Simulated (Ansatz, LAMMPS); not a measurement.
# Static equation of state of glassy B2O3 (130 atoms)

Density of this cell: 2.12 g/cm³. The cell holds 130 atoms: 52 B and 78 O. Its edges and angles: a = 12.094 Å, b = 10.714 Å, c = 10.970 Å, α = 91.0°, β = 91.2°, γ = 87.1°. The starting structure: 130 atoms (52 B, 78 O) placed at random at 1.93 g/cm³, melted at 3000 K for 20 ps at fixed volume with the Buckingham and Coulomb pair potential of Guillot and Sator (Geochim. Cosmochim. Acta 71, 1249 (2007)) with the boron terms of Wang et al. (J. Non-Cryst. Solids 498, 294 (2018)). Quenched from 3000 K to 300 K at 20 K/ps and fixed volume, held 10 ps at zero pressure.

Calculated with Ansatz 0.2.0: Kohn-Sham DFT, r2SCAN, PAW (set soft_2), plane waves; cutoff 500 eV, Γ point, fixed occupations. Cell and atoms were relaxed first, to V0 = 10.916 Å³ an atom at a residual P0 = 0.024 GPa. The cell was then scaled evenly, and the atoms were relaxed at each volume.

```
volume (Å³/atom)  pressure (GPa)
          9.8242           4.498
          10.261               ?
          10.588           1.192
          11.243          -1.011
          11.571          -1.766
```

Task: Fit the third-order Birch–Murnaghan equation to the rows given and interpolate to the withheld row.

Worked fit:

Take the Eulerian strain f = ½[(V0/V)^(2/3) − 1] and the normalised pressure F = (P − P0) / [3f(1 + 2f)^(5/2)]. The third-order Birch–Murnaghan equation is then the line F = B0 + (3/2)B0(B′ − 4) f, so u = f and v = F.

```
      u = f  v = F (GPa)
  0.0363826      34.3880
  0.0102566      36.0876
-0.00975641      37.1308
 -0.0190507      34.5189
```

With n = 4: mean u = 0.00445803, mean v = 35.5313, Σ(u − ū)² = 0.0018075, Σ(u − ū)(v − v̄) = -0.032210. Slope b = -0.032210 / 0.0018075 = -17.820; intercept a = v̄ − b ū = 35.611.

So B0 = a = 35.6 GPa and B′ = 4 + 2b/(3a) = 3.67. At the withheld volume f = 0.02106, F = a + b f = 35.24 GPa, and P = P0 + 3f(1 + 2f)^(5/2) F.

Prediction at 10.261: 2.492 GPa. The run gave 2.488 GPa, so the fit is high by 0.0038 GPa (0.15 % of the value).

The series isn't one smooth equation of state: even a line fitted to all rows, the withheld one included, misses F by up to 4.1 % and an atom moves over 0.5 Å in some relaxation. B0 and B′ are then only the numbers of this fit, not moduli of the material. Among the rows given, the largest miss of the fit is at 9.8242, by 0.075 GPa (1.2 % of the range of the table).

Limits: Static cells at zero temperature; the cell shape is held. The program notes that the SCF threshold of these relaxations is loose for the stress. The quench rate of 20 K/ps is many orders above laboratory rates, so the cell is likely richer in defects and strain than a real sample. The network of bonds at the start is that of the classical potential that made the cell, and needn't be the one that DFT or experiment would give. Only the Γ point is sampled, in a cell whose shortest periodic width is 11 Å.

[Logs are printed without paths, hosts, clocks, repeated set-up lines and the standing remarks that a program may print on its own settings, such as how far it seeks lower states.]

[Hosts, paths, dates, database ids (printed as entryN), source tags and the programs' standing remarks are cut or masked in the printed files.]
